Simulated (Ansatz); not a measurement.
# HfZnO3 (model cell, started as cubic perovskite with Hf in the octahedra): a soft mode frozen in, part 2 of 3

Wanted: the energy along a soft mode of HfZnO3 (model cell, started as cubic perovskite with Hf in the octahedra) and the structure at the end.

Ansatz 0.2.0; DFT PBEsol, scalar-relativistic, plane waves, PAW; PAW set soft_1.

So far, highest frequency on the path or at a solved wavevector (cm⁻¹): step 2 (phonons on a q mesh) 925. Also lowest frequency on the path (cm⁻¹): step 2 -353.

The structure was built from a prototype and need not be the compound's stable phase.

**3. The mode frozen in, largest atomic shift 0 Å**

The mode followed lies at q = (0, -0.5, -0.5) with frequency 353.0i cm⁻¹, the softest among the wavevectors solved. At small amplitude the distorted cell has space group no. 127 by a symmetry search on the positions. The undistorted cell that holds it gives the zero of energy on the same k mesh.

System of this step: HfZnO3 (model cell, started as cubic perovskite with Hf in the octahedra). The structure is cubic, space group Pm-3m (No. 221). The conventional cell has a = 4.047 Å, b = 4.047 Å, c = 4.047 Å, α = 90.00°, β = 90.00°, γ = 90.00°. Nearest to Zn lie 12 O at 2.86 Å. Nearest to Hf lie 6 O at 2.02 Å. Nearest to O lie 2 Hf at 2.02 Å. Nearest to O lie 2 Hf at 2.02 Å. Farther neighbours and most contacts between anions are not listed.

File input.yaml:

```yaml
crystal:
  lattice:
    - [-4.047187857, 0.0, 0.0]
    - [0.0, -4.047187857, -4.047187857]
    - [0.0, -4.047187857, 4.047187857]
  atoms:
    - { symbol: Zn, position: [1.0, 0.0, 0.0] }
    - { symbol: Zn, position: [1.0, 0.5, 0.5] }
    - { symbol: Hf, position: [0.5, 0.0, 0.5] }
    - { symbol: Hf, position: [0.5, 0.5, 0.0] }
    - { symbol: O, position: [0.5, 0.25, 0.25] }
    - { symbol: O, position: [0.5, 0.75, 0.75] }
    - { symbol: O, position: [0.5, 0.25, 0.75] }
    - { symbol: O, position: [0.5, 0.75, 0.25] }
    - { symbol: O, position: [0.0, 0.0, 0.5] }
    - { symbol: O, position: [0.0, 0.5, 0.0] }
kpoints:
  mp_grid: { grid: [10, 6, 6] }
hamiltonian:
  xc: pbesol
  pseudopotentials: { kind: paw, azcp: { folder: soft_1 }, xc_functional: pbe }
scf:
  occupations: { method: methfessel_paxton, width: 0.2 }
output:
  forces: true
  stress: true
  eigenvalues: true
```

The run is started by

```console
$ ansatz run input.yaml --threads 8 --pin off --max-ram 16384MiB --backend cpu --events-out ev --progress --plain --runs-dir out
```

Numbers of over 12 decimals in the logs are rounded to 6 here.

Output:

```text
[...]
Crystal: 10 atoms, lattice volume = 132.584 Å³
Basis set: ecut = 420 eV, 2617 PW (Γ), exchange–correlation on 60×80×80 points (8 copies of the dense FFT grid, shifted against one another)
Bands: 68, of which v1, the nominal top of the filled ones, is band 56 counted from 1 (55 counted from 0)
Symmetry: 32 space group operations
[...]
k-points: 60 of 360
[...]
k-point 0: bands = [... 52 lower, 7.8678, 8.3982, 8.3984, 8.3984, 8.6779, 10.3604, 13.1826, 13.1826, ... 8 higher]
  k-point 1: bands = [... 52 lower, 7.8964, 8.1517, 8.3507, 8.5135, 8.5804, 10.3982, 13.3304, 13.3685, ... 8 higher]
  k-point 2: bands = [... 52 lower, 7.8727, 7.9770, 8.2336, 8.3378, 9.1617, 10.3407, 13.7278, 13.8540, ... 8 higher]
  k-point 59: bands = [... 52 lower, 7.8679, 7.8679, 8.6776, 8.6776, 10.3603, 10.3603, 14.9285, 14.9285, ... 8 higher]
[key lines of the parts left out:]
SCF converged after 11 iterations
Free energy (F): -41128.709201 eV
Fermi energy:    8.683404 eV
P = ⅓ Tr σ = 0.0269 GPa (0.269 kbar)
```

Run time: 5.2 s. Hardware: 8 threads of Arm Neoverse V2, shared host; peak memory 0.93 GiB; 39 s of CPU time.

Numbers from this step:

* pressure: 0.02692 GPa
* energy from the undistorted cell: 0 meV/atom

The run ends at a pressure of 0.03 GPa.

**4. The mode frozen in, largest atomic shift 0.6 Å**

The atoms are moved along the unstable eigenvector, the largest shift by 0.6 Å, with the cell fixed.

input.yaml, the sections that differ from step 3:

```yaml
crystal:
  lattice:
    - [-4.047187857, 0.0, 0.0]
    - [0.0, -4.047187857, -4.047187857]
    - [0.0, -4.047187857, 4.047187857]
  atoms:
    - { symbol: Zn, position: [1.0, 0.0, 0.0] }
    - { symbol: Zn, position: [1.0, 0.5, 0.5] }
    - { symbol: Hf, position: [0.5, 0.0, 0.5] }
    - { symbol: Hf, position: [0.5, 0.5, 0.0] }
    - { symbol: O, position: [0.5, 0.1758744564, 0.1758744564] }
    - { symbol: O, position: [0.5, 0.8241255436, 0.8241255436] }
    - { symbol: O, position: [0.5, 0.3241255436, 0.6758744564] }
    - { symbol: O, position: [0.5, 0.6758744564, 0.3241255436] }
    - { symbol: O, position: [0.0, 0.0, 0.5] }
    - { symbol: O, position: [0.0, 0.5, 0.0] }
# kpoints, hamiltonian, scf, output: as in step 3
```

Output:

```text
[...]
Crystal: 10 atoms, lattice volume = 132.584 Å³
Basis set: ecut = 420 eV, 2617 PW (Γ), exchange–correlation on 60×80×80 points (8 copies of the dense FFT grid, shifted against one another)
Bands: 68, of which v1, the nominal top of the filled ones, is band 56 counted from 1 (55 counted from 0)
Symmetry: 16 space group operations
[...]
k-points: 60 of 360
[...]
k-point 0: bands = [... 52 lower, 7.8283, 8.1543, 8.2813, 8.2813, 8.9749, 10.8541, 12.8493, 12.8493, ... 5 higher]
  k-point 1: bands = [... 52 lower, 7.7652, 7.9723, 8.1248, 8.1952, 9.3717, 10.9225, 12.9614, 12.9770, ... 5 higher]
  k-point 2: bands = [... 52 lower, 7.8517, 7.9006, 8.0492, 8.1041, 10.0032, 10.9473, 13.2813, 13.3198, ... 5 higher]
  k-point 59: bands = [... 52 lower, 7.5032, 7.5032, 8.2366, 8.2366, 11.6369, 11.6369, 14.0176, 14.0176, ... 5 higher]
[key lines of the parts left out:]
SCF converged after 10 iterations
Free energy (F): -41131.301920 eV
Fermi energy:    8.452990 eV
P = ⅓ Tr σ = -11.2831 GPa (-112.831 kbar)
```

Elapsed: 5 s, on 8 threads; peak memory 0.93 GiB; 37 s of CPU time.

Numbers from this step:

```
pressure                         : -11.28 GPa
gap on the k-mesh                : 0.5420 eV
energy from the undistorted cell : -259.7 meV/atom
```

The energy, extrapolated to zero smearing, is -259.70 meV/atom against the undistorted cell.

The run ends at a pressure of -11.28 GPa, with forces up to 0.79 eV/Å.

**5. Energy along the mode, all amplitudes (two of the runs are shown above)**

An imaginary frequency means negative curvature, so the energy should fall and then rise again as anharmonic terms take over.

This step gave:

```
depth at the lowest point sampled  : 259.7 meV/atom
largest atomic shift at that point : 0.6 Å
```

Energy from the parent against largest atomic shift:

```
largest atomic shift (Å)  energy from the parent (meV/atom)
                   0.000                                  0
                   0.040                              -2.36
                   0.080                              -9.32
                   0.140                              -27.4
                   0.220                              -62.7
                   0.320                               -117
                   0.450                               -192
                   0.600                               -260
```

Displacement at unit largest shift by atom:

```
atom  x (Å)  y (Å)  z (Å)  size
 Zn1   0.00   0.00   0.00  0.00
 Zn2   0.00   0.00   0.00  0.00
 Hf3   0.00   0.00   0.00  0.00
 Hf4   0.00   0.00   0.00  0.00
  O5   0.00   1.00   0.00  1.00
  O6   0.00  -1.00   0.00  1.00
  O7   0.00   0.00  -1.00  1.00
  O8   0.00   0.00   1.00  1.00
  O9   0.00   0.00   0.00  0.00
 O10   0.00   0.00   0.00  0.00
```

The lowest of the steps tried is the last one, at 0.6 Å, 260 meV/atom below the parent; the bottom of the well need not coincide with a step.

**6. Relaxing from the distorted cell**

Starting from the lowest point found, all atoms and the cell are let go, so that strain and other modes of the same symmetry can join in.

input.yaml: that of step 4 with these lines changed.

```diff
@@ -27 +27,6 @@
   eigenvalues: true
+relax:
+  adjacent_minimum: "off"
+  f_tol: 0.002
+  max_steps: 120
+  cell: { stress_tol: 0.03 }
```

Output:

```text
[...]
Crystal: 10 atoms, lattice volume = 132.584 Å³
Basis set: ecut = 420 eV, 2617 PW (Γ), exchange–correlation on 60×80×80 points (8 copies of the dense FFT grid, shifted against one another)
Bands: 68, of which v1, the nominal top of the filled ones, is band 56 counted from 1 (55 counted from 0)
Symmetry: 16 space group operations
[...]
k-points: 60 of 360
[...]
SCF iter   1: F=—  HF=-41136.460181 eV  |F-HF|=—  |Δ(HF+E_count)|=         —  Δρ=1.04e-1  dr2=1.58e1  ethr=3.10e-3  ⟨swp⟩=5.1  Hψ=13521  notcnv=0
[...]
SCF iter  10: F=-41131.301920 eV  HF=-41131.301920 eV  |F-HF|=6.58e-9  |Δ(HF+E_count)|=   6.83e-7  S|Δr|=    0.00e0  Δρ=7.04e-6  dr2=8.58e-8  ethr=8.93e-11  ⟨swp⟩=9.9  Hψ=23236  notcnv=0
SCF 1 converged in 10 iterations: F = -41131.301920 eV  dr2 = 8.58e-8
[...]
relax step   1: F+E_penalty+E_count = -41131.30192031 eV  Δ(F+E_penalty+E_count) = +0.000e0 eV  max|allowed force component| = 7.855e-1 eV/Å  Δτ_max = 0.0000 Å  P = -11.283 GPa  Ω = 132.584 Å³  (10 SCF iters, dr2 threshold 1.00e-7 eV, accepted)
Crystal: 10 atoms, lattice volume = 118.550 Å³
Basis set: ecut = 420 eV, 2345 PW (Γ), exchange–correlation on 60×80×80 points (8 copies of the dense FFT grid, shifted against one another)
[...]
SCF iter   8: F=-41131.920724 eV  HF=-41131.920724 eV  |F-HF|=1.28e-7  |Δ(HF+E_count)|=   4.74e-6  S|Δr|=    0.00e0  Δρ=2.06e-5  dr2=3.67e-7  ethr=8.93e-10  ⟨swp⟩=8.4  Hψ=22386  notcnv=0
SCF 2 converged in 8 iterations: F = -41131.920724 eV  dr2 = 3.67e-7
relax step   2: F+E_penalty+E_count = -41131.92072369 eV  Δ(F+E_penalty+E_count) = -6.188e-1 eV  max|allowed force component| = 6.351e-1 eV/Å  Δτ_max = 0.1950 Å  P = +2.048 GPa  Ω = 118.550 Å³  energy of the carried Pulay correction = +4.025e-2 eV  (8 SCF iters, dr2 threshold 1.00e-6 eV, accepted)
Crystal: 10 atoms, lattice volume = 121.687 Å³
Basis set: ecut = 420 eV, 2393 PW (Γ), exchange–correlation on 60×80×80 points (8 copies of the dense FFT grid, shifted against one another)
[...]
SCF iter   7: F=-41132.020307 eV  HF=-41132.020308 eV  |F-HF|=7.36e-7  |Δ(HF+E_count)|=   5.53e-7  S|Δr|=    0.00e0  Δρ=2.18e-5  dr2=5.23e-7  ethr=8.93e-10  ⟨swp⟩=6.7  Hψ=17963  notcnv=0
SCF 3 converged in 7 iterations: F = -41132.020307 eV  dr2 = 5.23e-7
relax step   3: F+E_penalty+E_count = -41132.02030717 eV  Δ(F+E_penalty+E_count) = -9.958e-2 eV  max|allowed force component| = 3.171e-1 eV/Å  Δτ_max = 0.0800 Å  P = -0.217 GPa  Ω = 121.687 Å³  energy of the carried Pulay correction = +3.087e-2 eV  (7 SCF iters, dr2 threshold 1.00e-6 eV, accepted)
[...]
relax step   4: F+E_penalty+E_count = -41132.03946060 eV  Δ(F+E_penalty+E_count) = -1.915e-2 eV  max|allowed force component| = 8.515e-2 eV/Å  Δτ_max = 0.0215 Å  P = -0.047 GPa  Ω = 121.256 Å³  energy of the carried Pulay correction = +3.214e-2 eV  (6 SCF iters, dr2 threshold 1.00e-6 eV, accepted)
[...]
relax step   5: F+E_penalty+E_count = -41132.04200217 eV  Δ(F+E_penalty+E_count) = -2.542e-3 eV  max|allowed force component| = 6.543e-3 eV/Å  Δτ_max = 0.0068 Å  P = +0.230 GPa  Ω = 121.116 Å³  energy of the carried Pulay correction = +3.256e-2 eV  (5 SCF iters, dr2 threshold 1.00e-6 eV, accepted)
[...]
relax step   6: F+E_penalty+E_count = -41132.04165846 eV  Δ(F+E_penalty+E_count) = +3.437e-4 eV  max|allowed force component| = 4.669e-3 eV/Å  Δτ_max = 0.0004 Å  P = -0.089 GPa  Ω = 121.282 Å³  energy of the carried Pulay correction = +3.206e-2 eV  (4 SCF iters, dr2 threshold 5.85e-7 eV, accepted)
[...]
relax step   7: F+E_penalty+E_count = -41132.04183178 eV  Δ(F+E_penalty+E_count) = -1.733e-4 eV  max|allowed force component| = 6.071e-5 eV/Å  Δτ_max = 0.0002 Å  P = -0.002 GPa  Ω = 121.229 Å³  energy of the carried Pulay correction = +3.222e-2 eV  (4 SCF iters, dr2 threshold 2.89e-8 eV, accepted)
[...]
relax step   8: F+E_penalty+E_count = -41132.02082053 eV  Δ(F+E_penalty+E_count) = +2.101e-2 eV  max|allowed force component| = 3.087e-4 eV/Å  Δτ_max = 0.0000 Å  P = -0.295 GPa  Ω = 121.229 Å³  stress off target by 3.02e-1 GPa  SCF on the basis re-selected at this cell (its energy is not comparable with the rows above)  (8 SCF iters)
[...]
relax step   9: F+E_penalty+E_count = -41132.02161794 eV  Δ(F+E_penalty+E_count) = -7.974e-4 eV  max|allowed force component| = 7.754e-5 eV/Å  Δτ_max = 0.0006 Å  P = +0.002 GPa  Ω = 121.026 Å³  energy of the carried Pulay correction = +6.125e-4 eV  (5 SCF iters, dr2 threshold 2.29e-7 eV, accepted)
[...]
SCF iter   7: F=-41132.021057 eV  HF=-41132.021057 eV  |F-HF|=2.18e-11  |Δ(HF+E_count)|=  2.18e-11  S|Δr|=    0.00e0  Δρ=1.38e-7  dr2=1.24e-11  ethr=1.00e-12  ⟨swp⟩=4.0  Hψ=18613  notcnv=0
SCF 10 converged in 7 iterations: F = -41132.021057 eV  dr2 = 1.24e-11
relax step  10: F+E_penalty+E_count = -41132.02105675 eV  Δ(F+E_penalty+E_count) = +5.612e-4 eV  max|allowed force component| = 8.945e-5 eV/Å  Δτ_max = 0.0000 Å  P = -0.003 GPa  Ω = 121.026 Å³  stress off target by 4.88e-3 GPa  SCF on the basis re-selected at this cell (its energy is not comparable with the rows above)  (7 SCF iters)
[...]
SCF converged after 7 iterations
[...]
Free energy (F): -41132.021057 eV
[...]
Internal energy: -41132.027275 eV  (E = F + TS)
E sigma→0 (E₀):  -41132.022611 eV
Entropy (-TS):   0.006219 eV (0.622 meV/atom)
Fermi energy:    10.149555 eV
[...]
--- Forces (eV/Å), atoms counted from 1 ---
  atom   1  Zn    -0.00000000     0.00000000    -0.00000000
  atom   2  Zn     0.00000000     0.00000000    -0.00000000
  atom   3  Hf     0.00000000    -0.00000000     0.00000000
  atom   4  Hf     0.00000000    -0.00000000     0.00000000
  atom   5  O      0.00000000     0.00008945    -0.00000000
  atom   6  O      0.00000000    -0.00008945     0.00000000
  atom   7  O     -0.00000000    -0.00000000    -0.00008945
  atom   8  O      0.00000000     0.00000000     0.00008945
  atom   9  O     -0.00000000     0.00000000     0.00000000
  atom  10  O     -0.00000000    -0.00000000     0.00000000
  max |Σ_I F_I| component: 9.79e-18 eV/Å
--- Stress (GPa, compression-positive) ---
        0.001984       0.000000       0.000000
        0.000000      -0.004876       0.000000
        0.000000       0.000000      -0.004876
  P = ⅓ Tr σ = -0.0026 GPa (-0.026 kbar)
--- Band table (eV; the first three rows and the last of 60) ---
  k-point 0: bands = [... 52 lower, 9.2456, 9.5633, 9.9635, 9.9635, 10.5876, 12.6751, 14.2791, 14.2791, ... 8 higher]
  k-point 1: bands = [... 52 lower, 9.2742, 9.5440, 9.6383, 9.8911, 11.0237, 12.7630, 14.3797, 14.4149, ... 8 higher]
  k-point 2: bands = [... 52 lower, 9.3474, 9.4567, 9.4944, 9.7688, 11.7471, 12.8164, 14.6845, 14.7790, ... 8 higher]
  k-point 59: bands = [... 52 lower, 8.9857, 8.9857, 9.3261, 9.3261, 14.0322, 14.0322, 15.3341, 15.3341, ... 8 higher]
--- Relaxed structure (8 steps of the walk, 8 accepted, 2 SCFs on fresh bases) ---
  F+E_penalty+E_count = -41132.02105675 eV   max|allowed force component| = 8.945e-5 eV/Å   (the final SCF, on the basis selected at the relaxed cell)
  cell:  # Å, volume = 121.0264 Å³
    - [-3.929663, 0, 0]
    - [0, -3.924167, -3.924167]
    - [0, -3.924167, 3.924167]
  atoms:
    - { symbol: Zn, position: [1.000000, 1.2724786941626142e-19, 5.572117229175234e-19] }
    - { symbol: Zn, position: [1.000000, 0.500000, 0.500000] }
    - { symbol: Hf, position: [0.500000, 0.0, 0.500000] }
    - { symbol: Hf, position: [0.500000, 0.500000, 0.0] }
    - { symbol: O, position: [0.500000, 0.158081, 0.158081] }
    - { symbol: O, position: [0.500000, 0.841919, 0.841919] }
    - { symbol: O, position: [0.500000, 0.341919, 0.658081] }
    - { symbol: O, position: [0.500000, 0.658081, 0.341919] }
    - { symbol: O, position: [0, 0.0, 0.500000] }
    - { symbol: O, position: [0, 0.500000, 0.0] }
```

The job ended after 45 s (8 threads; peak memory 0.97 GiB; 5.7 min of CPU time).

The steps of the relaxation:

```
step  energy less that of the first step (eV)  largest force component (eV/Å)  pressure (GPa)  volume (Å³)
   1                                   0.0000                          0.7855          -11.28       132.58
   2                                  -0.6188                          0.6351            2.05       118.55
   3                                  -0.7184                          0.3171           -0.22       121.69
   4                                  -0.7375                          0.0852           -0.05       121.26
   5                                  -0.7401                          0.0065            0.23       121.12
   6                                  -0.7397                          0.0047           -0.09       121.28
   7                                  -0.7399                          0.0001            0.00       121.23
  8*                                  -0.7189                          0.0003           -0.30       121.23
   9                                  -0.7197                          0.0001            0.00       121.03
 10*                                  -0.7191                          0.0001            0.00       121.03
```

Relaxation steps marked * repeat the geometry before them on a plane-wave basis chosen anew for their cell, so energy and pressure can jump there.

The run keeps the 16 symmetry operations that it works with, so distortions that break them were not tested.

```
     cell as run  before  after  change
           a (Å)   4.047  3.930  -2.9 %
           b (Å)   5.724  5.550  -3.0 %
           c (Å)   5.724  5.550  -3.0 %
volume (Å³/atom)   13.26  12.10  -8.7 %
```

The atoms that moved most (Å, as changes of fractional coordinates times the final cell):

```
atom     dx      dy      dz  length
  O7  0.000   0.000  -0.140   0.140
  O8  0.000   0.000   0.140   0.140
  O5  0.000   0.140   0.000   0.140
  O6  0.000  -0.140   0.000   0.140
```

This step gave:

* pressure: -0.002589 GPa
* volume per atom: 12.10 Å³
* gap on the k-mesh: 0.5086 eV

The distorted start has space group P4/mbm; the relaxation ends in P4/mbm.

**7. The new phase in its own primitive cell**

The relaxed structure is symmetrised, reduced to its primitive cell and relaxed tightly, as its phonons need.

File input.yaml:

```yaml
crystal:
  lattice:
    - [5.5496102838, 0.0, 0.0]
    - [0.0, 5.5496102838, 0.0]
    - [0.0, 0.0, 3.9296625994]
  atoms:
    - { symbol: Zn, position: [0.0, 0.5, 0.0] }
    - { symbol: Zn, position: [0.5, 0.0, 0.0] }
    - { symbol: Hf, position: [0.0, 0.0, 0.5] }
    - { symbol: Hf, position: [0.5, 0.5, 0.5] }
    - { symbol: O, position: [0.1580810847, 0.6580810847, 0.5] }
    - { symbol: O, position: [0.8419189153, 0.3419189153, 0.5] }
    - { symbol: O, position: [0.3419189153, 0.1580810847, 0.5] }
    - { symbol: O, position: [0.6580810847, 0.8419189153, 0.5] }
    - { symbol: O, position: [0.0, 0.0, 0.0] }
    - { symbol: O, position: [0.5, 0.5, 0.0] }
kpoints:
  mp_grid: { grid: [6, 6, 8] }
hamiltonian:
  xc: pbesol
  pseudopotentials: { kind: paw, azcp: { folder: soft_1 }, xc_functional: pbe }
scf:
  occupations: { method: fixed }
output:
  forces: true
  stress: true
  eigenvalues: true
relax:
  adjacent_minimum: "off"
  f_tol: 0.001
  max_steps: 60
  cell: { stress_tol: 0.01 }
```

Output:

```text
[...]
Crystal: 10 atoms, lattice volume = 121.026 Å³
Basis set: ecut = 420 eV, 2393 PW (Γ), exchange–correlation on 80×80×54 points (8 copies of the dense FFT grid, shifted against one another)
Bands: 68, of which v1, the nominal top of the filled ones, is band 56 counted from 1 (55 counted from 0)
Symmetry: 16 space group operations
[...]
k-points: 50 of 288
[...]
- { symbol: Zn, position: [0.5, 0.0, 0.0] }
    - { symbol: Hf, position: [0.0, 0.0, 0.5] }
    - { symbol: Hf, position: [0.5, 0.5, 0.5] }
    - { symbol: O, position: [0.1580810847, 0.6580810847, 0.5] }
    - { symbol: O, position: [0.841919, 0.3419189153, 0.5] }
    - { symbol: O, position: [0.3419189153, 0.1580810847, 0.5] }
    - { symbol: O, position: [0.6580810847, 0.841919, 0.5] }
    - { symbol: O, position: [0.0, 0.0, 0.0] }
    - { symbol: O, position: [0.5, 0.5, 0.0] }
[key lines of the parts left out:]
SCF converged after 9 iterations
Free energy (F): -41132.023171 eV
Fermi energy:    10.081104 eV
P = ⅓ Tr σ = 0.0047 GPa (0.047 kbar)
```

The job ended after 9.2 s (8 threads; peak memory 0.87 GiB).

Little changed from the start: no atom moved by 0.005 Å and no cell edge by 0.1 %.

Numbers from this step:

```yaml
pressure: 0.004682 GPa
gap_on_the_k_mesh: 0.5066 eV
direct_gap_on_mesh: 0.6237 eV
```

The largest force component left is 0.38 meV/Å and the pressure is 0.005 GPa, within the tolerances set. The cell now holds 12.10 Å³/atom.

[end of part 2 of 3]

[Logs are printed without paths, hosts, clocks, repeated set-up lines and the standing remarks that a program may print on its own settings, such as how far it seeks lower states.]

[Hosts, paths, dates, database ids (printed as entryN), source tags and the programs' standing remarks are cut or masked in the printed files.]
